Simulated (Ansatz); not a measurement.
## Preparing SiC (P6_3mc) as a host crystal

Aim: the runs on the perfect crystal SiC (P6_3mc) that a defect calculation needs first.

Calculated with Ansatz 0.2.0; plane-wave PAW DFT, r2SCAN; relaxation of the defect-free supercell from its symmetric sites; PAW set soft_1, in the first sound run; inputs show where later runs differ.

### 1. Set-up

The cell holds 108 atoms: 54 Si and 54 C. Its edges and angles: a = 9.236 Å, b = 9.236 Å, c = 15.108 Å, α = 90.0°, β = 90.0°, γ = 120.0°.

### 2. Defect free supercell relaxed from its symmetric sites

This cell, the one that will hold the defects, is built from the relaxed host. Its coarser k-points can move the atoms a little, so it is relaxed from the symmetric sites, as the reference for the test of stability.

Contents of pristine.symmetric/input.yaml:

```yaml
crystal:
  lattice:
    - [9.2359949282, 0.0, 0.0]
    - [-4.6179974641, 7.998606237, 0.0]
    - [0.0, 0.0, 15.1078644027]
  atoms:
    - { symbol: Si, position: [0.1111111111, 0.2222222222, 0.8329853991] }
    - { symbol: Si, position: [0.2222222222, 0.1111111111, 0.3329853991] }
    - { symbol: Si, position: [0.2222222222, 0.1111111111, 0.666501017] }
    - { symbol: Si, position: [0.1111111111, 0.2222222222, 0.166501017] }
    - { symbol: Si, position: [0.0, 0.0, 0.4997224787] }
    - { symbol: Si, position: [0.0, 0.0, 0.9997224787] }
    - { symbol: C, position: [0.0, 0.0, 0.8743669375] }
    - { symbol: C, position: [0.0, 0.0, 0.3743669375] }
    - { symbol: C, position: [0.1111111111, 0.2222222222, 0.7079966829] }
    - { symbol: C, position: [0.2222222222, 0.1111111111, 0.2079966829] }
    - { symbol: C, position: [0.2222222222, 0.1111111111, 0.5415284848] }
    - { symbol: C, position: [0.1111111111, 0.2222222222, 0.0415284848] }
    - { symbol: Si, position: [0.1111111111, 0.5555555556, 0.8329853991] }
    - { symbol: Si, position: [0.2222222222, 0.4444444444, 0.3329853991] }
    - { symbol: Si, position: [0.2222222222, 0.4444444444, 0.666501017] }
    - { symbol: Si, position: [0.1111111111, 0.5555555556, 0.166501017] }
    - { symbol: Si, position: [0.0, 0.3333333333, 0.4997224787] }
    - { symbol: Si, position: [0.0, 0.3333333333, 0.9997224787] }
    - { symbol: C, position: [0.0, 0.3333333333, 0.8743669375] }
    - { symbol: C, position: [0.0, 0.3333333333, 0.3743669375] }
    - { symbol: C, position: [0.1111111111, 0.5555555556, 0.7079966829] }
    - { symbol: C, position: [0.2222222222, 0.4444444444, 0.2079966829] }
    - { symbol: C, position: [0.2222222222, 0.4444444444, 0.5415284848] }
    - { symbol: C, position: [0.1111111111, 0.5555555556, 0.0415284848] }
    - { symbol: Si, position: [0.1111111111, 0.8888888889, 0.8329853991] }
    - { symbol: Si, position: [0.2222222222, 0.7777777778, 0.3329853991] }
    - { symbol: Si, position: [0.2222222222, 0.7777777778, 0.666501017] }
    - { symbol: Si, position: [0.1111111111, 0.8888888889, 0.166501017] }
    - { symbol: Si, position: [0.0, 0.6666666667, 0.4997224787] }
    - { symbol: Si, position: [0.0, 0.6666666667, 0.9997224787] }
[... 72 atom lines left out ...]
    - { symbol: C, position: [0.6666666667, 0.6666666667, 0.8743669375] }
    - { symbol: C, position: [0.6666666667, 0.6666666667, 0.3743669375] }
    - { symbol: C, position: [0.7777777778, 0.8888888889, 0.7079966829] }
    - { symbol: C, position: [0.8888888889, 0.7777777778, 0.2079966829] }
    - { symbol: C, position: [0.8888888889, 0.7777777778, 0.5415284848] }
    - { symbol: C, position: [0.7777777778, 0.8888888889, 0.0415284848] }
basis:
  ecutwfc: 500
  xc_grid: 2
hamiltonian:
  xc: r2scan
  pseudopotentials: { kind: paw, azcp: { folder: soft_1 } }
kpoints:
  mp_grid: { grid: [1, 1, 1], shift: [0.25, 0.25, 0.25] }
scf:
  occupations: { method: fermi_dirac, width: 0.01 }
  max_iter: 80
output:
  forces: true
relax:
  f_tol: 0.01
  max_steps: 60
  escape_saddle: false
checkpoint:
  write: "../pristine.symmetric.run"
  compress: false
  write_wavefunctions: false
  write_every: 100000
```

On the command line:

```sh
$ ansatz run input.yaml --threads 4 --pin off --max-ram 15073MiB --backend cpu --events-out ev --progress --plain --runs-dir out
```

Numbers of over 12 decimals in the logs are rounded to 6 here.

Output:

```text
[... repeated set-up lines and file paths are left out, and long positions are rounded to six places ...]
Engine: ansatz 0.2.0, aarch64-unknown-linux-gnu
Pseudopotentials: kind: paw
Pseudopotential: Si, paw, valence charge 4, recommended cutoff 500 eV (meta_gga), soft_1/Si.paw.azcp
Pseudopotential: C, paw, valence charge 4, recommended cutoff 500 eV (meta_gga), soft_1/C.paw.azcp
Functional definition: r2SCAN
  parameter k0 = 0.174
  parameter k1 = 0.065
  parameter a1 = 4.9479
  exchange = r2scan_x(k0 = k0, k1 = k1, a1 = a1)
  correlation = r2scan_c
Crystal: 108 atoms, lattice volume = 1116.095 Å³
Basis set: ecut = 500 eV, 28399 PW (Γ), exchange–correlation on 144×144×240 points (8 copies of the dense FFT grid, shifted against one another)
Bands: 324, of which v1, the nominal top of the filled ones, is band 216 counted from 1 (215 counted from 0)
Symmetry: 18 space group operations
k-points: 1
Non-local potential: Si, projectors of the file, l = 0: 2, l = 1: 2, l = 2: 1
Non-local potential: C, projectors of the file, l = 0: 2, l = 1: 2, l = 2: 1
PAW form: soft (Blöchl's): semilocal exchange-correlation on the pseudo side does not see the compensation charge
PAW frozen core: Si, regenerated for the run's functional (the file was generated under x = pbe(κ = 0.804, μ = 0.219515), c = pbe(β = 0.066725))
PAW frozen core: C, regenerated for the run's functional (the file was generated under x = pbe(κ = 0.804, μ = 0.219515), c = pbe(β = 0.066725))
PAW one-centre angular grid: Si, 302 points (default); XC on 160 Gauss nodes
PAW one-centre angular grid: C, 302 points (default); XC on 219 of its mesh's 2255 points in the sphere
Initial density: superposition of atomic densities (chi_scale 0.1, normalization cell, long waves kept (reshape's long-wave potential 0.00 eV rms))
Initial wavefunctions: pseudopotential atomic-orbital guess
Functional: x = r2scan, c = r2scan; τ floored in thin density (d = 2e-4 eV/Å³)
SCF iter   1: F=—  HF=-48193.967949 eV  |F-HF|=—  |Δ(HF+E_count)|=         —  Δρ=1.32e-1  dr2=2.39e2  dr2_τ=2.74e1  ethr=3.10e-3  ⟨swp⟩=6.0  Hψ=1493  notcnv=0  defer=61
preconditioner: auto → Resta (q_TF=auto, 2.329 Å⁻¹)  ε∞=3.9  [insulator: Δε(μ)=4.443 eV  Ē_g=13.605 eV  σ=0.010 eV  W_gap=1.00  n_scr=244 (ndim 8)  ℏωp=23.1 eV  f_vac=0.000  D(μ)=0.00/eV (n_scr^D=0)  ε∞_Penn≈3.9]
SCF iter   2: F=—  HF=-48134.134411 eV  |F-HF|=—  |Δ(HF+E_count)|=    5.98e1  Δρ=4.89e-2  dr2=2.51e1  dr2_τ=2.73e0  ethr=3.10e-3  ⟨swp⟩=4.0  Hψ=761  notcnv=0  defer=103
SCF iter   3: F=—  HF=-48135.773981 eV  |F-HF|=—  |Δ(HF+E_count)|=    1.64e0  Δρ=1.87e-2  dr2=2.56e0  dr2_τ=8.66e-2  ethr=3.10e-3  ⟨swp⟩=2.0  Hψ=426  notcnv=0  defer=29
automatic band count: iteration 3 solves 250 bands in place of 324: the levels show a gap, and the empty bands left out lie too high to hold charge; the band table lists the bands solved (type scf.n_extra_bands for more)
SCF iter   4: F=—  HF=-48136.262966 eV  |F-HF|=—  |Δ(HF+E_count)|=   4.89e-1  Δρ=1.66e-3  dr2=1.98e-2  dr2_τ=2.28e-3  ethr=5.92e-4  ⟨swp⟩=3.0  Hψ=442  notcnv=0  defer=29
SCF iter   5: F=—  HF=-48136.266519 eV  |F-HF|=—  |Δ(HF+E_count)|=   3.55e-3  Δρ=2.92e-4  dr2=1.02e-3  dr2_τ=4.39e-5  ethr=4.59e-6  ⟨swp⟩=2.0  Hψ=442  notcnv=0  defer=29
SCF iter   6: F=—  HF=-48136.266668 eV  |F-HF|=—  |Δ(HF+E_count)|=   1.49e-4  Δρ=6.13e-5  dr2=3.79e-5  dr2_τ=2.82e-6  ethr=2.36e-7  ⟨swp⟩=3.0  Hψ=590  notcnv=0  defer=29
SCF iter   7: F=—  HF=-48136.266673 eV  |F-HF|=—  |Δ(HF+E_count)|=   4.57e-6  Δρ=2.25e-5  dr2=7.02e-6  dr2_τ=8.09e-7  ethr=5.79e-10  ⟨swp⟩=5.0  Hψ=1038  notcnv=0
SCF iter   8: F=-48136.266672 eV  HF=-48136.266672 eV  |F-HF|=2.16e-8  |Δ(HF+E_count)|=   1.28e-6  Δρ=3.17e-6  dr2=7.77e-8  dr2_τ=2.92e-9  ethr=5.79e-10  ⟨swp⟩=5.0  Hψ=1008  notcnv=0
SCF 1 converged in 8 iterations: F = -48136.266672 eV  dr2 = 7.77e-8
  greatest PAW one-centre occupation: 0.661 electrons in one spin orbital (limit 2), on the C atom at site 103 (counted from 0), in its partial waves of l = 0
relax step   1: F+E_penalty+E_count = -48136.26667156 eV  Δ(F+E_penalty+E_count) = +0.000e0 eV  max|allowed force component| = 6.339e-2 eV/Å  Δτ_max = 0.0000 Å  (8 SCF iters, dr2 threshold 2.50e-6 eV, accepted)
[... the SCF cycles and remarks between the steps are left out from here to the last step ...]
relax step   2: F+E_penalty+E_count = -48136.27246614 eV  Δ(F+E_penalty+E_count) = -5.795e-3 eV  max|allowed force component| = 3.569e-2 eV/Å  Δτ_max = 0.0093 Å  (5 SCF iters, dr2 threshold 2.51e-7 eV, accepted)
SCF iter   1: F=—  HF=-48136.275223 eV  |F-HF|=—  |Δ(HF+E_count)|=         —  Δρ=2.24e-4  dr2=5.20e-4  dr2_τ=5.11e-4  ethr=8.88e-7  ⟨swp⟩=4.0  Hψ=531  notcnv=0  defer=29
automatic band count: iteration 1 solves 250 bands in place of 324: the levels show a gap, and the empty bands left out lie too high to hold charge; the band table lists the bands solved (type scf.n_extra_bands for more)
SCF iter   2: F=—  HF=-48136.275141 eV  |F-HF|=—  |Δ(HF+E_count)|=   8.23e-5  Δρ=1.27e-4  dr2=1.66e-4  dr2_τ=6.95e-7  ethr=1.20e-7  ⟨swp⟩=2.0  Hψ=411  notcnv=0  defer=29
SCF iter   3: F=—  HF=-48136.275093 eV  |F-HF|=—  |Δ(HF+E_count)|=   4.78e-5  Δρ=1.63e-5  dr2=1.86e-6  dr2_τ=1.22e-7  ethr=3.84e-8  ⟨swp⟩=2.0  Hψ=427  notcnv=0  defer=29
SCF iter   4: F=—  HF=-48136.274759 eV  |F-HF|=—  |Δ(HF+E_count)|=   3.34e-4  Δρ=4.50e-6  dr2=2.10e-7  dr2_τ=1.34e-8  ethr=4.31e-10  ⟨swp⟩=2.0  Hψ=436  notcnv=0  defer=29
SCF iter   5: F=-48136.274759 eV  HF=-48136.274759 eV  |F-HF|=2.33e-9  |Δ(HF+E_count)|=   2.11e-8  Δρ=1.07e-6  dr2=1.18e-8  dr2_τ=4.11e-10  ethr=2.31e-11  ⟨swp⟩=4.0  Hψ=848  notcnv=0
SCF 3 converged in 5 iterations: F = -48136.274759 eV  dr2 = 1.18e-8
relax step   3: F+E_penalty+E_count = -48136.27475926 eV  Δ(F+E_penalty+E_count) = -2.293e-3 eV  max|allowed force component| = 9.558e-3 eV/Å  Δτ_max = 0.0016 Å  (5 SCF iters, accepted)
iter 1 solved again at ethr=2.77e-12 eV; its pass at ethr=3.10e-3 eV (dr2=1.20e-8 eV) is discarded
SCF iter   1: F=—  HF=-48136.274759 eV  |F-HF|=—  |Δ(HF+E_count)|=         —  Δρ=1.07e-6  dr2=1.19e-8  dr2_τ=4.13e-10  ethr=2.77e-12  ⟨swp⟩=1.0  Hψ=1278  notcnv=0  defer=103
SCF iter   2: F=-48136.274759 eV  HF=-48136.274759 eV  |F-HF|=1.75e-10  |Δ(HF+E_count)|=  3.93e-10  Δρ=6.04e-7  dr2=3.51e-9  dr2_τ=5.39e-11  ethr=2.75e-12  ⟨swp⟩=3.0  Hψ=695  notcnv=0
SCF 4 converged in 2 iterations: F = -48136.274759 eV  dr2 = 3.51e-9
SCF converged after 2 iterations
Free energy (F): -48136.274759 eV
Harris-Foulkes:  -48136.274759 eV  (|F-HF|=1.75e-10)
Internal energy: -48136.274759 eV  (E = F + TS)
E sigma→0 (E₀):  -48136.274759 eV
Fermi energy:    10.673664 eV
--- Per-component energies (eV) ---
[...]
atom  35  C      0.00827137    -0.00454531     0.00437015
  atom  36  C     -0.00807204     0.00489056     0.00437015
  atom  37  Si    -0.00867936     0.00472980    -0.00562593
  atom  38  Si     0.00843580    -0.00515165    -0.00562593
  atom  39  Si    -0.00942712     0.00559448    -0.00610515
  atom  40  Si     0.00955852    -0.00536689    -0.00610515
[...]
atom  97  Si    -0.00867936     0.00472980    -0.00562593
  atom  98  Si     0.00843580    -0.00515165    -0.00562593
  atom  99  Si    -0.00942712     0.00559448    -0.00610515
  atom 100  Si     0.00955852    -0.00536689    -0.00610515
  atom 101  Si    -0.00646949     0.00320359    -0.00523594
  atom 102  Si     0.00600914    -0.00400094    -0.00523594
  atom 103  C      0.00549793    -0.00276280     0.00363932
  atom 104  C     -0.00514162     0.00337995     0.00363932
  atom 105  C      0.00916360    -0.00526243     0.00342112
  atom 106  C     -0.00913919     0.00530470     0.00342112
  atom 107  C      0.00827137    -0.00454531     0.00437015
  atom 108  C     -0.00807204     0.00489056     0.00437015
  max |Σ_I F_I| component: 9.97e-2 eV/Å
--- Relaxed structure (3 steps of the walk, 3 accepted, 0 SCFs on fresh bases) ---
  F+E_penalty+E_count = -48136.27475926 eV   max|allowed force component| = 9.558e-3 eV/Å
  atoms:
    - { symbol: Si, position: [0.111591, 0.221713, 0.832940] }
    - { symbol: Si, position: [0.221713, 0.111591, 0.332940] }
    - { symbol: Si, position: [0.222271, 0.111024, 0.666446] }
    - { symbol: Si, position: [0.111024, 0.222271, 0.166446] }
    - { symbol: Si, position: [-0.000372, 0.000423, 0.499671] }
    - { symbol: Si, position: [0.000423, -0.000372, 0.999671] }
    - { symbol: C, position: [0.000671, -0.000683, 0.874431] }
    - { symbol: C, position: [-0.000683, 0.000671, 0.374431] }
    - { symbol: C, position: [0.111330, 0.221959, 0.708058] }
    - { symbol: C, position: [0.221959, 0.111330, 0.208058] }
    - { symbol: C, position: [0.222011, 0.111396, 0.541556] }
    - { symbol: C, position: [0.111396, 0.222011, 0.041556] }
    - { symbol: Si, position: [0.111591, 0.555046, 0.832940] }
    - { symbol: Si, position: [0.221713, 0.444924, 0.332940] }
    - { symbol: Si, position: [0.222271, 0.444357, 0.666446] }
    - { symbol: Si, position: [0.111024, 0.555605, 0.166446] }
    - { symbol: Si, position: [-0.000372, 0.333756, 0.499671] }
    - { symbol: Si, position: [0.000423, 0.332961, 0.999671] }
    - { symbol: C, position: [0.000671, 0.332650, 0.874431] }
    - { symbol: C, position: [-0.000683, 0.334004, 0.374431] }
    - { symbol: C, position: [0.111330, 0.555293, 0.708058] }
    - { symbol: C, position: [0.221959, 0.444663, 0.208058] }
    - { symbol: C, position: [0.222011, 0.444729, 0.541556] }
    - { symbol: C, position: [0.111396, 0.555344, 0.041556] }
    - { symbol: Si, position: [0.111591, 0.888380, 0.832940] }
    - { symbol: Si, position: [0.221713, 0.778257, 0.332940] }
    - { symbol: Si, position: [0.222271, 0.777691, 0.666446] }
    - { symbol: Si, position: [0.111024, 0.888938, 0.166446] }
    - { symbol: Si, position: [-0.000372, 0.667090, 0.499671] }
    - { symbol: Si, position: [0.000423, 0.666295, 0.999671] }
    - { symbol: C, position: [0.000671, 0.665983, 0.874431] }
    - { symbol: C, position: [-0.000683, 0.667337, 0.374431] }
    - { symbol: C, position: [0.111330, 0.888626, 0.708058] }
    - { symbol: C, position: [0.221959, 0.777997, 0.208058] }
    - { symbol: C, position: [0.222011, 0.778062, 0.541556] }
    - { symbol: C, position: [0.111396, 0.888677, 0.041556] }
    - { symbol: Si, position: [0.444924, 0.221713, 0.832940] }
    - { symbol: Si, position: [0.555046, 0.111591, 0.332940] }
    - { symbol: Si, position: [0.555605, 0.111024, 0.666446] }
    - { symbol: Si, position: [0.444357, 0.222271, 0.166446] }
    - { symbol: Si, position: [0.332961, 0.000423, 0.499671] }
    - { symbol: Si, position: [0.333756, -0.000372, 0.999671] }
    - { symbol: C, position: [0.334004, -0.000683, 0.874431] }
    - { symbol: C, position: [0.332650, 0.000671, 0.374431] }
    - { symbol: C, position: [0.444663, 0.221959, 0.708058] }
    - { symbol: C, position: [0.555293, 0.111330, 0.208058] }
    - { symbol: C, position: [0.555344, 0.111396, 0.541556] }
    - { symbol: C, position: [0.444729, 0.222011, 0.041556] }
    - { symbol: Si, position: [0.444924, 0.555046, 0.832940] }
    - { symbol: Si, position: [0.555046, 0.444924, 0.332940] }
    - { symbol: Si, position: [0.555605, 0.444357, 0.666446] }
    - { symbol: Si, position: [0.444357, 0.555605, 0.166446] }
    - { symbol: Si, position: [0.332961, 0.333756, 0.499671] }
    - { symbol: Si, position: [0.333756, 0.332961, 0.999671] }
    - { symbol: C, position: [0.334004, 0.332650, 0.874431] }
    - { symbol: C, position: [0.332650, 0.334004, 0.374431] }
    - { symbol: C, position: [0.444663, 0.555293, 0.708058] }
    - { symbol: C, position: [0.555293, 0.444663, 0.208058] }
    - { symbol: C, position: [0.555344, 0.444729, 0.541556] }
    - { symbol: C, position: [0.444729, 0.555344, 0.041556] }
    - { symbol: Si, position: [0.444924, 0.888380, 0.832940] }
    - { symbol: Si, position: [0.555046, 0.778257, 0.332940] }
    - { symbol: Si, position: [0.555605, 0.777691, 0.666446] }
    - { symbol: Si, position: [0.444357, 0.888938, 0.166446] }
    - { symbol: Si, position: [0.332961, 0.667090, 0.499671] }
    - { symbol: Si, position: [0.333756, 0.666295, 0.999671] }
    - { symbol: C, position: [0.334004, 0.665983, 0.874431] }
    - { symbol: C, position: [0.332650, 0.667337, 0.374431] }
    - { symbol: C, position: [0.444663, 0.888626, 0.708058] }
    - { symbol: C, position: [0.555293, 0.777997, 0.208058] }
    - { symbol: C, position: [0.555344, 0.778062, 0.541556] }
    - { symbol: C, position: [0.444729, 0.888677, 0.041556] }
    - { symbol: Si, position: [0.778257, 0.221713, 0.832940] }
    - { symbol: Si, position: [0.888380, 0.111591, 0.332940] }
    - { symbol: Si, position: [0.888938, 0.111024, 0.666446] }
    - { symbol: Si, position: [0.777691, 0.222271, 0.166446] }
    - { symbol: Si, position: [0.666295, 0.000423, 0.499671] }
    - { symbol: Si, position: [0.667090, -0.000372, 0.999671] }
    - { symbol: C, position: [0.667337, -0.000683, 0.874431] }
    - { symbol: C, position: [0.665983, 0.000671, 0.374431] }
    - { symbol: C, position: [0.777997, 0.221959, 0.708058] }
    - { symbol: C, position: [0.888626, 0.111330, 0.208058] }
    - { symbol: C, position: [0.888677, 0.111396, 0.541556] }
    - { symbol: C, position: [0.778062, 0.222011, 0.041556] }
    - { symbol: Si, position: [0.778257, 0.555046, 0.832940] }
    - { symbol: Si, position: [0.888380, 0.444924, 0.332940] }
    - { symbol: Si, position: [0.888938, 0.444357, 0.666446] }
    - { symbol: Si, position: [0.777691, 0.555605, 0.166446] }
    - { symbol: Si, position: [0.666295, 0.333756, 0.499671] }
    - { symbol: Si, position: [0.667090, 0.332961, 0.999671] }
    - { symbol: C, position: [0.667337, 0.332650, 0.874431] }
    - { symbol: C, position: [0.665983, 0.334004, 0.374431] }
    - { symbol: C, position: [0.777997, 0.555293, 0.708058] }
    - { symbol: C, position: [0.888626, 0.444663, 0.208058] }
    - { symbol: C, position: [0.888677, 0.444729, 0.541556] }
    - { symbol: C, position: [0.778062, 0.555344, 0.041556] }
    - { symbol: Si, position: [0.778257, 0.888380, 0.832940] }
    - { symbol: Si, position: [0.888380, 0.778257, 0.332940] }
    - { symbol: Si, position: [0.888938, 0.777691, 0.666446] }
    - { symbol: Si, position: [0.777691, 0.888938, 0.166446] }
    - { symbol: Si, position: [0.666295, 0.667090, 0.499671] }
    - { symbol: Si, position: [0.667090, 0.666295, 0.999671] }
    - { symbol: C, position: [0.667337, 0.665983, 0.874431] }
    - { symbol: C, position: [0.665983, 0.667337, 0.374431] }
    - { symbol: C, position: [0.777997, 0.888626, 0.708058] }
    - { symbol: C, position: [0.888626, 0.777997, 0.208058] }
    - { symbol: C, position: [0.888677, 0.778062, 0.541556] }
    - { symbol: C, position: [0.778062, 0.888677, 0.041556] }
```

It took 67 s on 4 threads of Arm Neoverse V2, shared host; peak memory 2.7 GiB.

Relaxation path:

```csv
step,energy less that of the first step (eV),largest force component (eV/Å)
1,0.0000,0.0634
2,-0.0058,0.0357
3,-0.0081,0.0096
```

Forces are held to the 18 operations that the run works with; a distortion that breaks them can't arise in this run.

The atoms that moved most (Å):

```csv
atom,dx,dy,dz,length
C32,-0.009,0.005,0.001,0.011
C104,-0.009,0.005,0.001,0.011
C44,-0.009,0.005,0.001,0.011
C31,0.009,-0.005,0.001,0.011
C55,0.009,-0.005,0.001,0.011
C19,0.009,-0.005,0.001,0.011
C67,0.009,-0.005,0.001,0.011
C7,0.009,-0.005,0.001,0.011
```

[end of part 1 of 2]

[Logs are printed without paths, hosts, clocks, repeated set-up lines and the standing remarks that a program may print on its own settings, such as how far it seeks lower states.]

[Hosts, paths, dates, database ids (printed as entryN), source tags and the programs' standing remarks are cut or masked in the printed files.]

[Runs of the host that timed out are not shown.]

[For some hosts the program warned that the k-mesh of the response run may be too coarse for force constants and the static dielectric constant; such warnings are not always shown.]
